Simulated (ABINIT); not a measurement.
# Completion of the band sum in GW: BaTiO3 (P4mm)

Aim: few bands, with and without a completion of the sum over empty states, for BaTiO3 (P4mm).

Program: ABINIT 10.8.3. Level of theory: PBE and many-body steps on it, plane waves. Values are calculated unless marked as measured.

The raw output is cut from this account; settings, times and results stay.

### Step 1. The system as given

The structure is tetragonal, space group P4mm (No. 99). The conventional cell has a = 3.990 Å, b = 3.990 Å, c = 4.023 Å, α = 90.00°, β = 90.00°, γ = 90.00°. Ba has 12 O at 2.80 to 2.87 Å nearest. Ti has 6 O at 1.84 to 2.18 Å nearest. O has 2 Ti at 1.84 to 2.18 Å and 4 Ba at 2.82 Å nearest. Nearest to O lie 2 Ti at 2.00 Å and 4 Ba at 2.80 to 2.87 Å. Farther neighbours, and contacts between anions beyond the nearest, are not listed.

As a file:

```cif
data_structure
_symmetry_space_group_name_H-M 'P4mm'
_symmetry_Int_Tables_number 99
_cell_length_a 3.9905
_cell_length_b 3.9905
_cell_length_c 4.0230
_cell_angle_alpha 90.000
_cell_angle_beta 90.000
_cell_angle_gamma 90.000
_cell_volume 64.06
loop_
_atom_site_label
_atom_site_type_symbol
_atom_site_symmetry_multiplicity
_atom_site_Wyckoff_symbol
_atom_site_fract_x
_atom_site_fract_y
_atom_site_fract_z
_atom_site_occupancy
Ba1 Ba 1 a 0.00000 0.00000 0.00000 1
Ti1 Ti 1 b 0.50000 0.50000 0.52200 1
O1 O 1 b 0.50000 0.50000 0.97900 1
O2 O 2 c 0.50000 0.00000 0.48800 1
```

The cell and positions come from the Crystallography Open Database and are kept as given unless a step says otherwise.

### Step 2. Empty states on the mesh, 4×4×4 mesh, 118 bands

This step: ABINIT 10.8.3; DFT, PBE, plane waves, norm-conserving pseudopotentials.

The sums over transitions need many empty states on a uniform mesh; this step solves for them.

run.abi

```
acell 3*1.0 Angstrom
rprim 
  3.990480000000 0.000000000000 0.000000000000
  0.000000000000 3.990480000000 0.000000000000
  0.000000000000 0.000000000000 4.023030000000
ntypat 3
znucl 56 22 8
natom 5
typat 1 2 3 3 3
xred 
  0.000000000000 0.000000000000 0.000000000000
  0.500000000000 0.500000000000 0.522000000000
  0.500000000000 0.500000000000 0.979000000000
  0.500000000000 0.000000000000 0.488000000000
  0.000000000000 0.500000000000 0.488000000000
pp_dirpath "pseudos"
pseudos "Ba.upf, Ti.upf, O.upf"
ecut 38
ngkpt 4 4 4
nshiftk 1
shiftk 0 0 0
kptopt 1
chksymbreak 0
iscf -2
irdden 1
istwfk *1
nband 118
nbdbuf 10
tolwfr 1e-09
nstep 60
prtvol 0
indata_prefix "in"
outdata_prefix "out"
tmpdata_prefix "tmp"
```

Run with:

```console
$ OMP_NUM_THREADS=1 mpirun -n 8 abinit run.abi > log
```

The job ended after 29 s (8 MPI ranks of AMD EPYC 9R45, shared host; peak memory 0.77 GiB; 3.9 min of CPU time).

This step gave:

```
gap                                                           : 1.851 eV
k of the valence top                                          : 0.5, 0.5, 0.5
k of the conduction bottom                                    : 0, 0, 0
least direct gap                                              : 2.222 eV
k points computed                                             : 18
lowest point of the top converged band, above the valence top : 60.6885 eV
```

On this mesh the gap is 1.851 eV.

The density comes from a self-consistent run that is not shown.

### Step 3. Screening, 4×4×4 mesh, 108 bands, screening to 152.4 eV

The RPA dielectric matrix is built and inverted for each q.

This step: RPA screening on PBE, plane waves, norm-conserving pseudopotentials.

run.abi: that of step 2 with these lines changed.

```diff
@@ -23,10 +23,11 @@
 chksymbreak 0
-iscf -2
-irdden 1
 istwfk *1
-nband 118
-nbdbuf 10
-tolwfr 1e-09
-nstep 60
-prtvol 0
+occopt 1
+irdwfk 1
+optdriver 3
+nband 108
+ecuteps 5.6
+inclvkb 2
+awtr 1
+symchi 1
 indata_prefix "in"
```

It took 35 s on 8 MPI ranks; peak memory 3 GiB.

This step gave:

* ε∞ with local fields, on this mesh: 5.795
* ε∞ without local fields, on this mesh: 6.426
* plasma frequency: 29.34 eV
* plane waves in the screening matrix: 257

Local fields lower ε∞ by 10 %. On a Γ-centred mesh this coarse the value itself is usually too large, while a short band sum pulls it down.

### Step 4. 108 bands

The self-energy is evaluated for the states that the input lists, and the quasiparticle equation is solved.

This step: G0W0 on PBE, plane waves, norm-conserving pseudopotentials.

run.abi: that of step 3 with these lines changed.

```diff
@@ -26,8 +26,17 @@
 irdwfk 1
-optdriver 3
+optdriver 4
 nband 108
+gwcalctyp 0
+ecutsigx 38
+symsigma 1
+nkptgw 2
+kptgw 
+  0.5000000000 0.5000000000 0.5000000000
+  0.0000000000 0.0000000000 0.0000000000
+bdgw 
+  18 23
+  19 23
 ecuteps 5.6
-inclvkb 2
-awtr 1
-symchi 1
+irdscr 1
+ppmodel 1
 indata_prefix "in"
```

Run time: 7.9 s. Hardware: 8 MPI ranks; peak memory 2.2 GiB.

Read from the output:

- G0W0 gap on the mesh: 3.367 eV
- starting gap on the mesh: 1.851 eV
- k of the valence top: 0.5, 0.5, 0.5
- k of the conduction bottom: 0, 0, 0
- Z at the valence top: 0.764
- Z at the conduction bottom: 0.781
- least direct G0W0 gap on the computed points: 3.755 eV

The gap on the mesh goes from 1.85 eV to 3.37 eV, a correction of +1.52 eV.

### Step 5. Screening, 4×4×4 mesh, 28 bands, screening to 152.4 eV

This step: RPA screening on PBE, plane waves, norm-conserving pseudopotentials.

run.abi: that of step 4 with these lines changed.

```diff
@@ -26,17 +26,8 @@
 irdwfk 1
-optdriver 4
-nband 108
-gwcalctyp 0
-ecutsigx 38
-symsigma 1
-nkptgw 2
-kptgw 
-  0.5000000000 0.5000000000 0.5000000000
-  0.0000000000 0.0000000000 0.0000000000
-bdgw 
-  18 23
-  19 23
+optdriver 3
+nband 28
 ecuteps 5.6
-irdscr 1
-ppmodel 1
+inclvkb 2
+awtr 1
+symchi 1
 indata_prefix "in"
```

The job ended after 6 s (8 MPI ranks; peak memory 2 GiB).

Numbers from this step:

| Quantity | Value |
| --- | --- |
| ε∞ with local fields, on this mesh | 4.964 |
| ε∞ without local fields, on this mesh | 5.459 |
| plasma frequency | 29.34 eV |
| plane waves in the screening matrix | 257 |

### Step 6. 28 bands

This step: G0W0 on PBE, plane waves, norm-conserving pseudopotentials.

run.abi: that of step 5 with these lines changed.

```diff
@@ -26,8 +26,17 @@
 irdwfk 1
-optdriver 3
+optdriver 4
 nband 28
+gwcalctyp 0
+ecutsigx 38
+symsigma 1
+nkptgw 2
+kptgw 
+  0.5000000000 0.5000000000 0.5000000000
+  0.0000000000 0.0000000000 0.0000000000
+bdgw 
+  18 23
+  19 23
 ecuteps 5.6
-inclvkb 2
-awtr 1
-symchi 1
+irdscr 1
+ppmodel 1
 indata_prefix "in"
```

It took 4.2 s on 8 MPI ranks; peak memory 1.7 GiB; 32 s of CPU time.

Read from the output:

* G0W0 gap on the mesh: 3.798 eV
* starting gap on the mesh: 1.851 eV
* k of the valence top: 0.5, 0.5, 0.5
* k of the conduction bottom: 0, 0, 0
* Z at the valence top: 0.72
* Z at the conduction bottom: 0.748
* least direct G0W0 gap on the computed points: 4.186 eV

Against G0W0 in ABINIT (4×4×4 mesh, 108 bands, screening to 152.4 eV, Godby-Needs plasmon pole), the gap moves by +0.431 eV.

### Step 7. Screening, 4×4×4 mesh, 28 bands, screening to 152.4 eV

This step: RPA screening on PBE, plane waves, norm-conserving pseudopotentials.

run.abi: that of step 6 with these lines changed.

```diff
@@ -26,17 +26,10 @@
 irdwfk 1
-optdriver 4
+optdriver 3
 nband 28
-gwcalctyp 0
-ecutsigx 38
-symsigma 1
-nkptgw 2
-kptgw 
-  0.5000000000 0.5000000000 0.5000000000
-  0.0000000000 0.0000000000 0.0000000000
-bdgw 
-  18 23
-  19 23
 ecuteps 5.6
-irdscr 1
-ppmodel 1
+inclvkb 2
+awtr 1
+symchi 1
+gwcomp 1
+gwencomp 1.5
 indata_prefix "in"
```

It took 27 s on 8 MPI ranks; peak memory 2.3 GiB; 3.6 min of CPU time.

Read from the output:

```
ε∞ with local fields, on this mesh    : 5.027
ε∞ without local fields, on this mesh : 5.459
plasma frequency                      : 29.34 eV
plane waves in the screening matrix   : 257
```

### Step 8. 28 bands, completed

This step: G0W0 on PBE, plane waves, norm-conserving pseudopotentials.

run.abi: that of step 7 with these lines changed.

```diff
@@ -26,8 +26,17 @@
 irdwfk 1
-optdriver 3
+optdriver 4
 nband 28
+gwcalctyp 0
+ecutsigx 38
+symsigma 1
+nkptgw 2
+kptgw 
+  0.5000000000 0.5000000000 0.5000000000
+  0.0000000000 0.0000000000 0.0000000000
+bdgw 
+  18 23
+  19 23
 ecuteps 5.6
-inclvkb 2
-awtr 1
-symchi 1
+irdscr 1
+ppmodel 1
 gwcomp 1
```

Elapsed: 4.4 s, on 8 MPI ranks; peak memory 1.7 GiB.

Numbers from this step:

| Quantity | Value |
| --- | --- |
| G0W0 gap on the mesh | 3.403 eV |
| starting gap on the mesh | 1.851 eV |
| k of the valence top | 0.5, 0.5, 0.5 |
| k of the conduction bottom | 0, 0, 0 |
| least direct G0W0 gap on the computed points | 3.803 eV |

Against G0W0 in ABINIT (4×4×4 mesh, 108 bands, screening to 152.4 eV, Godby-Needs plasmon pole), the gap moves by +0.036 eV.

### Step 9. Screening, 4×4×4 mesh, 51 bands, screening to 152.4 eV

This step: RPA screening on PBE, plane waves, norm-conserving pseudopotentials.

run.abi: that of step 8 with these lines changed.

```diff
@@ -26,19 +26,8 @@
 irdwfk 1
-optdriver 4
-nband 28
-gwcalctyp 0
-ecutsigx 38
-symsigma 1
-nkptgw 2
-kptgw 
-  0.5000000000 0.5000000000 0.5000000000
-  0.0000000000 0.0000000000 0.0000000000
-bdgw 
-  18 23
-  19 23
+optdriver 3
+nband 51
 ecuteps 5.6
-irdscr 1
-ppmodel 1
-gwcomp 1
-gwencomp 1.5
+inclvkb 2
+awtr 1
+symchi 1
 indata_prefix "in"
```

Wall time 14 s (8 MPI ranks); peak memory 2.5 GiB.

Read from the output:

```
ε∞ with local fields, on this mesh    : 5.745
ε∞ without local fields, on this mesh : 6.356
plasma frequency                      : 29.34 eV
plane waves in the screening matrix   : 257
```

### Step 10. 51 bands

This step: G0W0 on PBE, plane waves, norm-conserving pseudopotentials.

run.abi: that of step 9 with these lines changed.

```diff
@@ -26,8 +26,17 @@
 irdwfk 1
-optdriver 3
+optdriver 4
 nband 51
+gwcalctyp 0
+ecutsigx 38
+symsigma 1
+nkptgw 2
+kptgw 
+  0.5000000000 0.5000000000 0.5000000000
+  0.0000000000 0.0000000000 0.0000000000
+bdgw 
+  18 23
+  19 23
 ecuteps 5.6
-inclvkb 2
-awtr 1
-symchi 1
+irdscr 1
+ppmodel 1
 indata_prefix "in"
```

Elapsed: 5.4 s, on 8 MPI ranks; peak memory 1.8 GiB; 41 s of CPU time.

Read from the output:

```yaml
g0w0_gap_on_the_mesh: 3.436 eV
starting_gap_on_the_mesh: 1.851 eV
k_of_the_valence_top: 0.5, 0.5, 0.5
k_of_the_conduction_bottom: 0, 0, 0
least_direct_g0w0_gap_on_the_computed_points: 3.813 eV
```

Against G0W0 in ABINIT (4×4×4 mesh, 108 bands, screening to 152.4 eV, Godby-Needs plasmon pole), the gap moves by +0.069 eV.

### Step 11. Screening, 4×4×4 mesh, 51 bands, screening to 152.4 eV

This step: RPA screening on PBE, plane waves, norm-conserving pseudopotentials.

run.abi: that of step 10 with these lines changed.

```diff
@@ -26,17 +26,10 @@
 irdwfk 1
-optdriver 4
+optdriver 3
 nband 51
-gwcalctyp 0
-ecutsigx 38
-symsigma 1
-nkptgw 2
-kptgw 
-  0.5000000000 0.5000000000 0.5000000000
-  0.0000000000 0.0000000000 0.0000000000
-bdgw 
-  18 23
-  19 23
 ecuteps 5.6
-irdscr 1
-ppmodel 1
+inclvkb 2
+awtr 1
+symchi 1
+gwcomp 1
+gwencomp 2
 indata_prefix "in"
```

The job ended after 66 s (8 MPI ranks; peak memory 2.6 GiB; 8.8 min of CPU time).

Numbers from this step:

* ε∞ with local fields, on this mesh: 5.773
* ε∞ without local fields, on this mesh: 6.356
* plasma frequency: 29.34 eV
* plane waves in the screening matrix: 257

### Step 12. 51 bands, completed

This step: G0W0 on PBE, plane waves, norm-conserving pseudopotentials.

run.abi: that of step 11 with these lines changed.

```diff
@@ -26,8 +26,17 @@
 irdwfk 1
-optdriver 3
+optdriver 4
 nband 51
+gwcalctyp 0
+ecutsigx 38
+symsigma 1
+nkptgw 2
+kptgw 
+  0.5000000000 0.5000000000 0.5000000000
+  0.0000000000 0.0000000000 0.0000000000
+bdgw 
+  18 23
+  19 23
 ecuteps 5.6
-inclvkb 2
-awtr 1
-symchi 1
+irdscr 1
+ppmodel 1
 gwcomp 1
```

Run time: 5.7 s. Hardware: 8 MPI ranks; peak memory 1.8 GiB.

This step gave:

* G0W0 gap on the mesh: 3.203 eV
* starting gap on the mesh: 1.851 eV
* k of the valence top: 0.5, 0.5, 0.5
* k of the conduction bottom: 0, 0, 0
* least direct G0W0 gap on the computed points: 3.594 eV

Against G0W0 in ABINIT (4×4×4 mesh, 108 bands, screening to 152.4 eV, Godby-Needs plasmon pole), the gap moves by −0.164 eV.

### Step 13. The runs together

Times are wall times on 8 MPI ranks of AMD EPYC 9R45, shared host, good to a factor of about two. A run's time includes the screening step that it read.

| run | mesh | bands | screening cutoff (eV) | DFT gap (eV) | gap on the mesh (eV) | direct (eV) | ε∞ used | time |
| --- | --- | --- | --- | --- | --- | --- | --- | --- |
| 108 bands | 4×4×4 | 108 | 152.4 | 1.851 | 3.367 | 3.755 | 5.80 | 43 s |
| 28 bands | 4×4×4 | 28 | 152.4 | 1.851 | 3.798 | 4.186 | 4.96 | 10 s |
| 28 bands, completed | 4×4×4 | 28 | 152.4 | 1.851 | 3.403 | 3.803 | 5.03 | 31 s |
| 51 bands | 4×4×4 | 51 | 152.4 | 1.851 | 3.436 | 3.813 | 5.74 | 20 s |
| 51 bands, completed | 4×4×4 | 51 | 152.4 | 1.851 | 3.203 | 3.594 | 5.77 | 72 s |

### Step 14. Results

```json
{
 "108 bands": "3.367 eV",
 "28 bands": "3.798 eV",
 "28 bands, completed": "3.403 eV",
 "51 bands": "3.436 eV",
 "51 bands, completed": "3.203 eV"
}
```

**Reading.** 28 bands: +0.431 eV against 108 bands. 28 bands, completed: +0.036 eV against 108 bands. 51 bands: +0.069 eV against 108 bands. 51 bands, completed: −0.164 eV against 108 bands. The row with most bands is itself short of the limit, so it is no exact reference, and agreement of a truncated run with it can be a cancellation between the edges. The screenings behind the G0W0 rows differ in their static value, so the rows are no clean test of the frequency model alone. The 4×4×4 mesh is coarse for this cell, which bears on the long-range parts of exchange and screening. The many-body steps are scalar-relativistic: spin-orbit coupling is not in them.

[Long decimals in the printed logs are rounded to 6 places.]

[Logs are printed without paths, hosts, clocks, repeated set-up lines and the standing remarks that a program may print on its own settings, such as how far it seeks lower states.]

[Paths, hosts, dates, memory and timing lines, banners, echoed tables and standing remarks are left out of the program output; an Ansatz launch command may be rebuilt from the run's recorded settings. Measured values are a selection of at most five: reports struck by readers or far from the other reports are left out. None is set beside runs whose start may be inverted or whose files or cutoffs have a known fault.]

[Runs of the session that timed out or met a known fault of the program may be left out.]

[Hosts, paths, dates, database ids (printed as entryN), source tags and the programs' standing remarks are cut or masked in the printed files.]

[G0W0 gaps are taken among the corrected bands and points alone; a level outside them can change the order at an edge.]

[Where Ansatz stands beside ABINIT at settings called matched, ABINIT's density can come from a denser mesh and the files from another edition; pairs whose starting gaps differed by over 0.03 eV were left out, so agreement reads better than it is.]
